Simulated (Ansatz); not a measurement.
# Phonons of HfGeB in the AlB2 type

The plan: relax HfGeB in the AlB2 type, check its phonons, and, if the lattice is stable, compute its Eliashberg function and ρ(T).

Main program and level: Ansatz 0.2.0; DFT LDA, scalar-relativistic, plane waves, PAW; PAW set soft_1.

The structure was built from a prototype and need not be the compound's stable phase.

**1. Set-up**

It takes space group P-6m2 (No. 187, hexagonal). The conventional cell has a = 3.854 Å, b = 3.854 Å, c = 4.047 Å, α = 90.00°, β = 90.00°, γ = 120.00°. Hf has 6 B at 3.01 Å and 6 Ge at 3.01 Å nearest. B has 3 Ge at 2.23 Å and 6 Hf at 3.01 Å nearest. Nearest to Ge lie 3 B at 2.23 Å and 6 Hf at 3.01 Å. Farther neighbours are not listed.

**2. Rough relaxation**

The start is far from rest, so a relaxation with loose thresholds does the first part.

input.yaml

```yaml
crystal:
  lattice:
    - [3.85382, 0.0, 0.0]
    - [-1.92691, 3.33751, 0.0]
    - [0.0, 0.0, 4.04651]
  atoms:
    - { symbol: Hf, position: [0.0, 0.0, 0.0] }
    - { symbol: B, position: [0.33333333, 0.66666667, 0.5] }
    - { symbol: Ge, position: [0.66666667, 0.33333333, 0.5] }
kpoints:
  mp_grid: { grid: [6, 6, 6] }
hamiltonian:
  xc: lda
  pseudopotentials: { kind: paw, azcp: { folder: soft_1 }, xc_functional: pbe }
scf:
  occupations: { method: gaussian, width: 0.1 }
output:
  forces: true
  stress: true
  eigenvalues: true
relax:
  adjacent_minimum: "off"
  f_tol: 0.05
  max_steps: 80
  cell: { stress_tol: 0.5 }
```

Command:

```console
$ ansatz run input.yaml --threads 4 --pin off --max-ram 12288MiB --backend cpu --events-out ev --progress --plain --runs-dir out
```

Numbers of over 12 decimals in the logs are rounded to 6 here.

The program printed:

```text
The last accepted step is kept in <dir> (removed where the run ends without a failure and the disk answers)
Engine: ansatz 0.2.0, aarch64-unknown-linux-gnu
Pseudopotentials: kind: paw
Pseudopotential: Hf, paw, valence charge 26, recommended cutoff 420 eV (normal), soft_1/Hf.paw.azcp
Pseudopotential: B, paw, valence charge 3, recommended cutoff 420 eV (normal), soft_1/B.paw.azcp
Pseudopotential: Ge, paw, valence charge 14, recommended cutoff 420 eV (normal), soft_1/Ge.paw.azcp
Functional definition: SPW92
  exchange = slater_x
  correlation = pw_c
Crystal: 3 atoms, lattice volume = 52.047 Å³
Basis set: ecut = 420 eV, 1021 PW (Γ)
Bands: 26, of which v1, the nominal top of the filled ones, is band 22 counted from 1 (21 counted from 0)
Symmetry: 12 space group operations
Space group: P-6m2 (ITA 187), of the structure as read, at distance tolerance 3.7e-5 Å
k-points: 28 of 216 (time reversal used)
Non-local potential: Hf, projectors of the file, l = 0: 3, l = 1: 2, l = 2: 2, l = 3: 3
Non-local potential: B, projectors of the file, l = 0: 2, l = 1: 2, l = 2: 1
Non-local potential: Ge, projectors of the file, l = 0: 2, l = 1: 2, l = 2: 3, l = 3: 1
PAW form: soft (Blöchl's): semilocal exchange-correlation on the pseudo side does not see the compensation charge
PAW frozen core: Hf, regenerated for the run's functional, and the local potential with it (the file was generated under x = pbe(κ = 0.804, μ = 0.219515), c = pbe(β = 0.066725))
PAW frozen core: B, regenerated for the run's functional, and the local potential with it (the file was generated under x = pbe(κ = 0.804, μ = 0.219515), c = pbe(β = 0.066725))
PAW frozen core: Ge, regenerated for the run's functional, and the local potential with it (the file was generated under x = pbe(κ = 0.804, μ = 0.219515), c = pbe(β = 0.066725))
PAW one-centre angular grid: Hf, 590 points (default); XC on 64 Gauss nodes
PAW one-centre angular grid: B, 110 points (default); XC on 64 Gauss nodes
PAW one-centre angular grid: Ge, 590 points (default); XC on 64 Gauss nodes
Initial density: superposition of atomic densities (chi_scale 0.1, normalization cell, long waves kept (reshape's long-wave potential 0.00 eV rms))
Initial wavefunctions: pseudopotential atomic-orbital guess
Functional: x = slater, c = lda
SCF iter   1: F=—  HF=-19842.501023 eV  |F-HF|=—  |Δ(HF+E_count)|=         —  Δρ=4.34e-2  dr2=1.28e0  ethr=3.10e-3  ⟨swp⟩=4.1  Hψ=2525  notcnv=0
preconditioner: auto → Kerker (q_TF=auto, 2.643 Å⁻¹)  [metal: Δε(μ)=0.029 eV  Ē_g=17.927 eV  σ=0.100 eV  W_gap=0.16  n_scr=20 (ndim 8)  ℏωp=33.0 eV  f_vac=0.000  D(μ)=3.21/eV (n_scr^D=28)]
SCF iter   2: F=—  HF=-19842.155326 eV  |F-HF|=—  |Δ(HF+E_count)|=   3.46e-1  Δρ=2.22e-2  dr2=3.21e-1  ethr=2.99e-3  ⟨swp⟩=2.0  Hψ=1563  notcnv=0  defer=4
SCF iter   3: F=—  HF=-19842.060840 eV  |F-HF|=—  |Δ(HF+E_count)|=   9.45e-2  Δρ=1.00e-2  dr2=6.67e-2  ethr=7.47e-4  ⟨swp⟩=2.0  Hψ=1328  notcnv=0  defer=4
SCF iter   4: F=—  HF=-19842.040622 eV  |F-HF|=—  |Δ(HF+E_count)|=   2.02e-2  Δρ=3.19e-3  dr2=5.30e-3  ethr=1.55e-4  ⟨swp⟩=2.1  Hψ=1432  notcnv=0  defer=4
SCF iter   5: F=—  HF=-19842.040478 eV  |F-HF|=—  |Δ(HF+E_count)|=   1.44e-4  Δρ=1.27e-3  dr2=7.61e-4  ethr=1.23e-5  ⟨swp⟩=2.1  Hψ=1313  notcnv=0  defer=4
SCF iter   6: F=—  HF=-19842.039656 eV  |F-HF|=—  |Δ(HF+E_count)|=   8.23e-4  Δρ=3.83e-4  dr2=9.22e-5  ethr=1.77e-6  ⟨swp⟩=2.1  Hψ=1274  notcnv=0  defer=4
SCF iter   7: F=—  HF=-19842.039661 eV  |F-HF|=—  |Δ(HF+E_count)|=   5.56e-6  Δρ=1.83e-4  dr2=2.71e-5  ethr=2.14e-7  ⟨swp⟩=2.0  Hψ=1333  notcnv=0  defer=4
SCF iter   8: F=—  HF=-19842.039656 eV  |F-HF|=—  |Δ(HF+E_count)|=   5.06e-6  Δρ=4.63e-5  dr2=2.45e-6  ethr=6.30e-8  ⟨swp⟩=2.0  Hψ=1332  notcnv=0  defer=4
SCF iter   9: F=—  HF=-19842.039656 eV  |F-HF|=—  |Δ(HF+E_count)|=   6.23e-7  Δρ=1.57e-5  dr2=1.88e-7  ethr=5.70e-9  ⟨swp⟩=2.0  Hψ=884  notcnv=0  defer=4
SCF iter  10: F=-19842.039656 eV  HF=-19842.039656 eV  |F-HF|=1.31e-8  |Δ(HF+E_count)|=   8.53e-8  Δρ=3.21e-6  dr2=9.85e-9  ethr=2.33e-10  ⟨swp⟩=5.5  Hψ=2864  notcnv=0
the search or the solves at the SCF's close seem to have found levels that the self-consistency loop had missed (the run counts 1). By its estimate they hold under 1e-12 electrons; where the run keeps them, the occupations were computed again with them
SCF 1 converged in 10 iterations: F = -19842.039656 eV  dr2 = 9.85e-9
  greatest PAW one-centre occupation: 0.998 electrons in one spin orbital (limit 2), on the Hf atom at site 0 (counted from 0), in its partial waves of l = 3
relax step   1: F+E_penalty+E_count = -19842.03965554 eV  Δ(F+E_penalty+E_count) = +0.000e0 eV  max|allowed force component| = 1.542e-17 eV/Å  Δτ_max = 0.0000 Å  P = -26.549 GPa  Ω = 52.047 Å³  (10 SCF iters, dr2 threshold 1.00e-7 eV, accepted)
Crystal: 3 atoms, lattice volume = 45.801 Å³
Basis set: ecut = 420 eV, 901 PW (Γ)
Initial density: handed on by an earlier stage of this run
Initial wavefunctions: those handed on with the density
iter 1 solved again at ethr=1.14e-4 eV; its pass at ethr=3.10e-3 eV (dr2=4.92e-2 eV) is discarded
SCF iter   1: F=—  HF=-19842.984111 eV  |F-HF|=—  |Δ(HF+E_count)|=         —  Δρ=8.88e-3  dr2=4.96e-2  ethr=1.14e-4  ⟨swp⟩=1.6  Hψ=3840  notcnv=0
preconditioner: auto → Kerker (q_TF=auto, 2.700 Å⁻¹)  [metal: Δε(μ)=0.081 eV  Ē_g=18.818 eV  σ=0.100 eV  W_gap=0.38  n_scr=20 (ndim 8)  ℏωp=35.1 eV  f_vac=0.000  D(μ)=2.86/eV (n_scr^D=22)]
SCF iter   2: F=—  HF=-19842.971657 eV  |F-HF|=—  |Δ(HF+E_count)|=   1.25e-2  Δρ=4.92e-3  dr2=1.51e-2  ethr=1.14e-4  ⟨swp⟩=2.0  Hψ=881  notcnv=0
SCF iter   3: F=—  HF=-19842.966441 eV  |F-HF|=—  |Δ(HF+E_count)|=   5.22e-3  Δρ=1.15e-3  dr2=7.46e-4  ethr=3.51e-5  ⟨swp⟩=2.0  Hψ=1233  notcnv=0
SCF iter   4: F=—  HF=-19842.965854 eV  |F-HF|=—  |Δ(HF+E_count)|=   5.87e-4  Δρ=3.15e-4  dr2=4.01e-5  ethr=1.74e-6  ⟨swp⟩=2.0  Hψ=1294  notcnv=0
SCF iter   5: F=—  HF=-19842.965872 eV  |F-HF|=—  |Δ(HF+E_count)|=   1.72e-5  Δρ=1.26e-4  dr2=6.20e-6  ethr=9.32e-8  ⟨swp⟩=2.1  Hψ=1340  notcnv=0
SCF iter   6: F=—  HF=-19842.965870 eV  |F-HF|=—  |Δ(HF+E_count)|=   1.49e-6  Δρ=3.28e-5  dr2=5.22e-7  ethr=1.44e-8  ⟨swp⟩=2.0  Hψ=1313  notcnv=0
SCF iter   7: F=—  HF=-19842.965870 eV  |F-HF|=—  |Δ(HF+E_count)|=   4.12e-8  Δρ=1.23e-5  dr2=1.29e-7  ethr=6.98e-10  ⟨swp⟩=6.0  Hψ=3490  notcnv=0
SCF iter   8: F=-19842.965870 eV  HF=-19842.965870 eV  |F-HF|=7.60e-8  |Δ(HF+E_count)|=   1.61e-7  Δρ=7.61e-6  dr2=5.03e-8  ethr=3.00e-10  ⟨swp⟩=4.1  Hψ=2660  notcnv=0
SCF 2 converged in 8 iterations: F = -19842.965870 eV  dr2 = 5.03e-8
relax step   2: F+E_penalty+E_count = -19842.96586987 eV  Δ(F+E_penalty+E_count) = -9.262e-1 eV  max|allowed force component| = 4.626e-17 eV/Å  Δτ_max = 0.0000 Å  P = -19.658 GPa  Ω = 45.801 Å³  energy of the carried Pulay correction = +2.331e-3 eV  (8 SCF iters, dr2 threshold 3.00e-7 eV, accepted)
Crystal: 3 atoms, lattice volume = 39.520 Å³
Basis set: ecut = 420 eV, 763 PW (Γ)
iter 1 solved again at ethr=1.77e-4 eV; its pass at ethr=3.10e-3 eV (dr2=7.59e-2 eV) is discarded
SCF iter   1: F=—  HF=-19843.448939 eV  |F-HF|=—  |Δ(HF+E_count)|=         —  Δρ=1.19e-2  dr2=7.71e-2  ethr=1.77e-4  ⟨swp⟩=2.0  Hψ=4196  notcnv=0
preconditioner: auto → Kerker (q_TF=auto, 2.767 Å⁻¹)  [metal: Δε(μ)=0.053 eV  Ē_g=19.268 eV  σ=0.100 eV  W_gap=0.29  n_scr=20 (ndim 8)  ℏωp=37.8 eV  f_vac=0.000  D(μ)=1.81/eV (n_scr^D=20)]
SCF iter   2: F=—  HF=-19843.428158 eV  |F-HF|=—  |Δ(HF+E_count)|=   2.08e-2  Δρ=6.48e-3  dr2=2.31e-2  ethr=1.77e-4  ⟨swp⟩=2.0  Hψ=1021  notcnv=0
SCF iter   3: F=—  HF=-19843.419273 eV  |F-HF|=—  |Δ(HF+E_count)|=   8.88e-3  Δρ=1.23e-3  dr2=6.37e-4  ethr=5.36e-5  ⟨swp⟩=2.1  Hψ=1326  notcnv=0
SCF iter   4: F=—  HF=-19843.418563 eV  |F-HF|=—  |Δ(HF+E_count)|=   7.10e-4  Δρ=6.63e-4  dr2=2.07e-4  ethr=1.48e-6  ⟨swp⟩=2.0  Hψ=1333  notcnv=0
SCF iter   5: F=—  HF=-19843.418527 eV  |F-HF|=—  |Δ(HF+E_count)|=   3.64e-5  Δρ=2.16e-4  dr2=9.76e-6  ethr=4.81e-7  ⟨swp⟩=2.0  Hψ=1335  notcnv=0
SCF iter   6: F=—  HF=-19843.418531 eV  |F-HF|=—  |Δ(HF+E_count)|=   4.25e-6  Δρ=8.60e-5  dr2=2.17e-6  ethr=2.27e-8  ⟨swp⟩=2.0  Hψ=1284  notcnv=0
SCF iter   7: F=—  HF=-19843.418531 eV  |F-HF|=—  |Δ(HF+E_count)|=   4.66e-8  Δρ=4.84e-5  dr2=6.80e-7  ethr=5.04e-9  ⟨swp⟩=2.0  Hψ=1321  notcnv=0
SCF iter   8: F=-19843.418531 eV  HF=-19843.418531 eV  |F-HF|=1.16e-7  |Δ(HF+E_count)|=   1.43e-7  Δρ=1.90e-5  dr2=1.17e-7  ethr=6.98e-10  ⟨swp⟩=5.6  Hψ=3370  notcnv=0
SCF 3 converged in 8 iterations: F = -19843.418531 eV  dr2 = 1.17e-7
  greatest PAW one-centre occupation: 0.998 electrons in one spin orbital (limit 2), on the Ge atom at site 2 (counted from 0), in its partial waves of l = 2
relax step   3: F+E_penalty+E_count = -19843.41853065 eV  Δ(F+E_penalty+E_count) = -4.527e-1 eV  max|allowed force component| = 1.881e-16 eV/Å  Δτ_max = 0.0000 Å  P = -0.327 GPa  Ω = 39.520 Å³  energy of the carried Pulay correction = +5.003e-3 eV  (8 SCF iters, dr2 threshold 3.00e-7 eV, accepted)
[...]
relax step   4: F+E_penalty+E_count = -19843.42373552 eV  Δ(F+E_penalty+E_count) = -5.205e-3 eV  max|allowed force component| = 1.249e-16 eV/Å  Δτ_max = 0.0000 Å  P = +0.346 GPa  Ω = 39.217 Å³  energy of the carried Pulay correction = +5.123e-3 eV  (7 SCF iters, dr2 threshold 3.00e-7 eV, accepted)
[...]
relax step   5: F+E_penalty+E_count = -19843.42578040 eV  Δ(F+E_penalty+E_count) = -2.045e-3 eV  max|allowed force component| = 7.093e-17 eV/Å  Δτ_max = 0.0000 Å  P = -0.088 GPa  Ω = 39.361 Å³  energy of the carried Pulay correction = +5.064e-3 eV  (6 SCF iters, dr2 threshold 3.00e-7 eV, accepted)
Initial wavefunctions: pseudopotential atomic-orbital guess (no wavefunctions were taken with the density)
iter 1 solved again at ethr=1.54e-8 eV; its pass at ethr=3.10e-3 eV (dr2=6.61e-6 eV) is discarded
SCF iter   1: F=—  HF=-19843.422665 eV  |F-HF|=—  |Δ(HF+E_count)|=         —  Δρ=2.31e-4  dr2=2.49e-6  ethr=1.54e-8  ⟨swp⟩=3.9  Hψ=5200  notcnv=0
preconditioner: auto → Resta (q_TF=auto, 2.769 Å⁻¹)  ε∞=4.8  [insulator: Δε(μ)=0.119 eV  Ē_g=19.432 eV  σ=0.100 eV  W_gap=0.58  n_scr=20 (ndim 8)  ℏωp=37.9 eV  f_vac=0.000  D(μ)=1.75/eV (n_scr^D=20)  ε∞_Penn≈4.8]
SCF iter   2: F=—  HF=-19843.422672 eV  |F-HF|=—  |Δ(HF+E_count)|=   6.71e-6  Δρ=1.63e-4  dr2=3.37e-6  ethr=5.80e-9  ⟨swp⟩=3.0  Hψ=1495  notcnv=0
SCF iter   3: F=—  HF=-19843.422672 eV  |F-HF|=—  |Δ(HF+E_count)|=   1.81e-7  Δρ=7.71e-5  dr2=5.95e-7  ethr=5.80e-9  ⟨swp⟩=2.0  Hψ=1329  notcnv=0
SCF iter   4: F=—  HF=-19843.422672 eV  |F-HF|=—  |Δ(HF+E_count)|=   4.26e-8  Δρ=9.01e-6  dr2=1.57e-8  ethr=1.38e-9  ⟨swp⟩=2.0  Hψ=1044  notcnv=0
SCF iter   5: F=—  HF=-19843.422672 eV  |F-HF|=—  |Δ(HF+E_count)|=   1.87e-8  Δρ=3.64e-6  dr2=3.89e-9  ethr=6.98e-12  ⟨swp⟩=5.8  Hψ=3407  notcnv=0
SCF iter   6: F=-19843.422672 eV  HF=-19843.422672 eV  |F-HF|=3.64e-12  |Δ(HF+E_count)|=   4.45e-9  Δρ=8.68e-7  dr2=7.45e-11  ethr=6.98e-12  ⟨swp⟩=4.8  Hψ=2865  notcnv=0
SCF 6 converged in 6 iterations: F = -19843.422672 eV  dr2 = 7.45e-11
relax step   6: F+E_penalty+E_count = -19843.42267231 eV  Δ(F+E_penalty+E_count) = +3.108e-3 eV  max|allowed force component| = 6.785e-17 eV/Å  Δτ_max = 0.0000 Å  P = -0.144 GPa  Ω = 39.361 Å³  stress off target by 2.77e-1 GPa  SCF on the basis re-selected at this cell (its energy is not comparable with the rows above)  (6 SCF iters)
basis re-selected at this cell: Δ(F+E_penalty+E_count) = +3.108e-3 eV, ΔP = -0.056 GPa vs the last step (what re-selecting the basis moved, of the pressure what is left beyond the Pulay correction that the steps carried, after the strain that the cell walked since its last selection, with what the two solves' SCF thresholds leave and, on support functions, any second-order correction that the steps lacked; it is no measure of the basis error at this ecutwfc). The dense FFT grid was sized anew with the basis: this SCF ran on 24×24×25 points, the steps before it on 27×27×30, so part of this shift can come from that change (see relax.cell in the input reference). [rest of the remark cut]
SCF converged after 6 iterations
Free energy (F): -19843.422672 eV
Harris-Foulkes:  -19843.422672 eV  (|F-HF|=3.64e-12)
Internal energy: -19843.413917 eV  (E = F + TS)
E sigma→0 (E₀):  -19843.418295 eV
Entropy (-TS):   -0.008755 eV (-2.918 meV/atom)
Fermi energy:    18.731940 eV
--- Per-component energies (eV) ---
  E_band       = -17.324347
  E_kinetic    = 556.818727
  E_local      = -8147.716408  (includes V_loc(G=0)·N_el)
  E_nonlocal   = 304.764898
  E_hartree    = 3999.227063
  E_xc         = -370.907952
  E_vxc        = -362.625013  (∫ρ·V_xc dr)
  E_paw        = -9462.684404  (= ΣΔE_a)
  E_vpaw       = -367.020816  (= ΣTr[D̂ρ^β])
  E_aug_tail   = 0.000132  (compensation charges beyond the density's cutoff)
  E_ewald      = -6727.327223
  E_core_change = 4.411249  (= ΣΔE_core)
  E_smearing   = -0.008755  (= −TS)
  E_closure    = -0.000000  (closes the sum)
  Σ components = -19843.422672   (vs F -19843.422672, Δ=0.00e0)
--- Forces (eV/Å), atoms counted from 1 ---
  atom   1  Hf     0.00000000    -0.00000000     0.00000000
  atom   2  B     -0.00000000     0.00000000     0.00000000
  atom   3  Ge    -0.00000000    -0.00000000     0.00000000
  max |Σ_I F_I| component: 6.48e-17 eV/Å
--- Stress (GPa, compression-positive) ---
       -0.076927       0.000000       0.000000
       -0.000000      -0.076927       0.000000
        0.000000       0.000000      -0.277246
  P = ⅓ Tr σ = -0.1437 GPa (-1.437 kbar)
--- Band table (eV; the first three rows and the last of 28) ---
  k-point 0: bands = [... 18 lower, 14.4793, 15.4787, 15.5056, 19.2212, 20.3886, 20.3886, 20.6831, 20.6831]
  k-point 1: bands = [... 18 lower, 14.7542, 14.7542, 17.4089, 18.6489, 18.6489, 19.4385, 21.0177, 21.0177]
  k-point 2: bands = [... 18 lower, 15.5041, 15.5041, 17.4303, 17.4303, 19.2623, 19.3743, 19.3743, 20.0884]
  k-point 27: bands = [... 18 lower, 12.3024, 14.0673, 14.6255, 19.9508, 21.7921, 21.8706, 22.2226, 22.8918]
--- Relaxed structure (5 steps of the walk, 5 accepted, 1 SCFs on fresh bases) ---
  F+E_penalty+E_count = -19843.42267231 eV   max|allowed force component| = 6.785e-17 eV/Å   (the final SCF, on the basis selected at the relaxed cell)
  cell:  # Å, volume = 39.3614 Å³
    - [3.555987, 0, 0.0]
    - [-1.777993, 3.079575, 0.0]
    - [0.0, 0.0, 3.594342]
  atoms:
    - { symbol: Hf, position: [0, 0, 0.0] }
    - { symbol: B, position: [0.333333, 0.666667, 0.5] }
    - { symbol: Ge, position: [0.666667, 0.333333, 0.5] }
```

Elapsed: 7.9 s, on 4 threads of Arm Neoverse V2, shared host; peak memory 0.4 GiB.

The steps of the relaxation:

```
step  energy less that of the first step (eV)  largest force component (eV/Å)  pressure (GPa)  volume (Å³)
   1                                   0.0000                          0.0000          -26.55        52.05
   2                                  -0.9262                          0.0000          -19.66        45.80
   3                                  -1.3789                          0.0000           -0.33        39.52
   4                                  -1.3841                          0.0000            0.35        39.22
   5                                  -1.3861                          0.0000           -0.09        39.36
  6*                                  -1.3830                          0.0000           -0.14        39.36
```

Relaxation steps marked * repeat the geometry before them on a plane-wave basis chosen anew for their cell, so energy and pressure can jump there.

Forces are held to the 12 operations that the run works with; a distortion that breaks them can't arise in this run.

```
conventional cell, symmetrised  before  after   change
                         a (Å)   3.854  3.556   -7.7 %
                         b (Å)   3.854  3.556   -7.7 %
                         c (Å)   4.047  3.594  -11.2 %
              volume (Å³/atom)   17.35  13.12  -24.4 %
```

Final coordinates:

```xyz
3
Lattice="3.5560 0.0000 0.0000 -1.7780 3.0796 0.0000 0.0000 0.0000 3.5943" Properties=species:S:1:pos:R:3 pbc="T T T"
Hf    0.0000    0.0000    0.0000
B     0.0000    2.0530    1.7972
Ge    1.7780    1.0265    1.7972
```

Numbers from this step:

```yaml
pressure: -0.1437 GPa
volume_per_atom: 13.12 Å³/atom
metallic_on_mesh: yes
gap_on_the_k_mesh: 0 eV
```

The largest force is now zero by symmetry and the largest stress component 0.28 GPa.

**3. Relaxing cell and atoms**

The structure is brought to rest under this functional.

input.yaml, the sections that differ from step 2:

```yaml
crystal:
  lattice:
    - [3.5559866128, 0.0, 0.0]
    - [-1.7779933064, 3.0795747422, 0.0]
    - [0.0, 0.0, 3.5943417549]
  atoms:
    - { symbol: Hf, position: [0.0, 0.0, 0.0] }
    - { symbol: B, position: [0.3333333333, 0.6666666667, 0.5] }
    - { symbol: Ge, position: [0.6666666667, 0.3333333333, 0.5] }
kpoints:
  mp_grid: { grid: [9, 9, 8] }
relax:
  adjacent_minimum: "off"
  f_tol: 0.005
  max_steps: 80
  cell: { stress_tol: 0.05 }
# hamiltonian, scf, output: as in step 2
```

The program printed:

```text
[the first part of the log is left out]
  E_paw        = -9462.752328  (= ΣΔE_a)
  E_vpaw       = -367.120665  (= ΣTr[D̂ρ^β])
  E_aug_tail   = 0.000130  (compensation charges beyond the density's cutoff)
  E_ewald      = -6732.937651
  E_core_change = 4.411249  (= ΣΔE_core)
  E_smearing   = -0.008895  (= −TS)
  E_closure    = 0.000000  (closes the sum)
  Σ components = -19843.426373   (vs F -19843.426373, Δ=0.00e0)
[...]
--- Stress (GPa, compression-positive) ---
       -0.003545      -0.000000      -0.000000
        0.000000      -0.003545      -0.000000
       -0.000000      -0.000000       0.003526
  P = ⅓ Tr σ = -0.0012 GPa (-0.012 kbar)
--- Band table (eV; the first three rows and the last of 60) ---
[...]
--- Relaxed structure (4 steps of the walk, 4 accepted, 1 SCFs on fresh bases) ---
[...]
cell:  # Å, volume = 39.2795 Å³
    - [3.545854, 0.0, 0.0]
    - [-1.772927, 3.070800, 0.0]
    - [0.0, 0.0, 3.607395]
  atoms:
    - { symbol: Hf, position: [0, 0, 0.0] }
    - { symbol: B, position: [0.333333, 0.666667, 0.500000] }
    - { symbol: Ge, position: [0.666667, 0.333333, 0.500000] }
```

It took 8.7 s on 4 threads; peak memory 0.44 GiB.

The steps of the relaxation:

```
step  energy less that of the first step (eV)  largest force component (eV/Å)  pressure (GPa)  volume (Å³)
   1                                   0.0000                          0.0000           -0.52        39.36
   2                                  -0.0007                          0.0000           -0.31        39.34
   3                                  -0.0009                          0.0000            0.11        39.26
   4                                  -0.0009                          0.0000            0.00        39.28
   5                                  -0.0008                          0.0000            0.00        39.28
```

The log counts 1 steps on a newly chosen plane-wave basis, not all of them marked here; energy and pressure can jump at such steps.

```
conventional cell, symmetrised  before  after  change
                         a (Å)   3.556  3.546  -0.3 %
                         b (Å)   3.556  3.546  -0.3 %
                         c (Å)   3.594  3.607  +0.4 %
              volume (Å³/atom)   13.12  13.09  -0.2 %
```

The relaxed structure:

```xyz
3
Lattice="3.5459 0.0000 0.0000 -1.7729 3.0708 0.0000 0.0000 0.0000 3.6074" Properties=species:S:1:pos:R:3 pbc="T T T"
Hf    0.0000    0.0000    0.0000
B     0.0000    2.0472    1.8037
Ge    1.7729    1.0236    1.8037
```

Numbers from this step:

```
pressure        : -0.001188 GPa
volume per atom : 13.09 Å³/atom
```

The largest force is now zero by symmetry and the largest stress component 0.0035 GPa.

[end of part 1 of 3]

[Logs are printed without paths, hosts, clocks, repeated set-up lines and the standing remarks that a program may print on its own settings, such as how far it seeks lower states.]

[Hosts, paths, dates, database ids (printed as entryN), source tags and the programs' standing remarks are cut or masked in the printed files.]
